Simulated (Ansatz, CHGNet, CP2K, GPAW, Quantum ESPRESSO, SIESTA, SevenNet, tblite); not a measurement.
# What went wrong? Quantum ESPRESSO on generalised stacking fault on (111) (glide set) of a Ge-Si solid solution (72 atoms)

Program: Quantum ESPRESSO 7.5, a calculation on a cell of 51 Ge and 21 Si, 22.1 Å³ an atom.

Contents of pw.in:

```
&control
  calculation = 'scf'
  pseudo_dir = './pseudo'
  outdir = './tmp'
  disk_io = 'none'
  tprnfor = .true.
  tstress = .true.
/
&system
  ibrav = 0
  nat = 72
  ntyp = 2
  ecutwfc = 45
  ecutrho = 22
  nosym = .true.
  occupations = 'smearing'
  smearing = 'fd'
  degauss = 0.003675
/
&electrons
  conv_thr = 3.6e-07
  electron_maxstep = 50
  mixing_beta = 0.2
  mixing_mode = 'local-TF'
  diagonalization = 'david'
/
ATOMIC_SPECIES
Ge 72.630 Ge.upf
Si 28.085 Si.upf
CELL_PARAMETERS angstrom
6.84865 0.00000 0.00000
0.00000 11.86221 0.00000
0.57070 0.00000 19.57091
ATOMIC_POSITIONS crystal
Ge 0.48162 0.17187 0.02273
Ge 0.47964 0.16780 0.14470
Ge 0.81983 0.16745 0.18597
Si 0.78622 0.17000 0.31058
Si 0.99946 0.99786 0.02759
Ge 0.97695 0.99929 0.14243
Si 0.31846 0.99479 0.18418
Ge 0.30818 0.99885 0.30582
Ge 0.63953 0.99728 0.34984
Si 0.62710 0.00072 0.47219
[... 58 atom lines left out ...]
Si 0.08812 0.49356 0.84287
Si 0.09208 0.50233 0.96824
Ge 0.09551 0.83283 0.84973
Si 0.07122 0.83396 0.96741
K_POINTS gamma
```

The run is started by

```
$ OMP_NUM_THREADS=1 mpirun -np 4 pw.x -in pw.in > output.txt
```

The log of the run:

```text
Program PWSCF
 %%%%%%%%%%%%%%%%%%%%%%%%%%%%%%%%%%%%%%%%%%%%%%%%%%%%%%%%%%%%%%%%%%%%%%%%%%%%%%
     Error in routine set_cutoff (1):
     ecutrho <= ecutwfc?!?
 %%%%%%%%%%%%%%%%%%%%%%%%%%%%%%%%%%%%%%%%%%%%%%%%%%%%%%%%%%%%%%%%%%%%%%%%%%%%%%
```

Wall time 0.63 s (4 MPI ranks of Arm Neoverse V1, shared host); peak memory 0.48 GiB.

Banners, paths, timers and routine set-up lines are dropped from the logs unmarked, and long logs keep their key lines alone; longer cuts are marked.

**Question.** Which part of the input is at fault, and how is it mended?

A density cutoff under four times the waves': density cutoff 22 Ry. The sound run has density cutoff 360 Ry.

The program stopped at the start.

[Also dropped from logs without a mark: logging warnings of Python, and SIESTA's first energy breakdown and zero terms.]

[Logs are printed without paths, hosts, clocks, repeated set-up lines and the standing remarks that a program may print on its own settings, such as how far it seeks lower states.]

[Hosts, paths, dates, database ids (printed as entryN), source tags and the programs' standing remarks are cut or masked in the printed files.]
